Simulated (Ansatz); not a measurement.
In doubt: masses and optical values from hybrid runs of this build are listed as unsure (in some of the runs), which bears on the screening that GW takes from such a start.

Two G0W0 runs on Ta2O5 (P2/m).

```
Ta O
1.0
     3.84141    0.00000    0.00000
     0.00000    3.86272    0.00000
    -1.81894    0.00000    6.52896
Ta O
2 5
Direct
  0.64953 0.00000 0.79131
  0.35047 0.00000 0.20869
  0.66212 0.50000 0.79833
  0.33788 0.50000 0.20167
  0.18976 0.00000 0.87062
  0.81024 0.00000 0.12938
  0.50000 0.00000 0.50000
```

The cell and positions are those that the Materials Project relaxed with its own functionals (PBE, PBE+U or r2SCAN), kept fixed. Spin-orbit coupling is left out unless a run names it.

The first (Ansatz 0.2.0; start LDA, 4×4×2 mesh, 219 empty bands, screening to 100 eV, PAW set soft_1 files; 1 × NVIDIA H100 80GB HBM3 (shared by 6 runs) with 2 threads of AMD EPYC 7R13 (Zen 3), shared host) gave, on its mesh: starting gap 2.11 eV, G0W0 gap 3.48 eV, RPA ε∞ (mean) 5.77, 18 s.

Q: The second changes start from LDA to Hartree-Fock. What does it give?

It gave: starting gap 12.14 eV, G0W0 gap 5.81 eV, RPA ε∞ (mean) 2.21, 1.7 min. The G0W0 gap moves by +2.32 eV, +10.04 eV from the start and −7.71 eV from the correction. Σc changes by −1.62 eV at the valence top and +1.30 eV at the conduction bottom, and Σx − Vxc between them by −10.63 eV.

Limits: not at the basis limit; no spin-orbit coupling; coarse k mesh.

[Paths, hosts, dates, memory and timing lines, banners, echoed tables and standing remarks are left out of the program output.]

[Logs are printed without paths, hosts, clocks, repeated set-up lines and the standing remarks that a program may print on its own settings, such as how far it seeks lower states.]

[Runs of the session that timed out or met a known fault of the program may be left out.]

[Cells called generated may have been cut or substituted from an entry of the Crystallography Open Database or the Materials Project.]

[Hosts, paths, dates, database ids (printed as entryN), source tags and the programs' standing remarks are cut or masked in the printed files.]
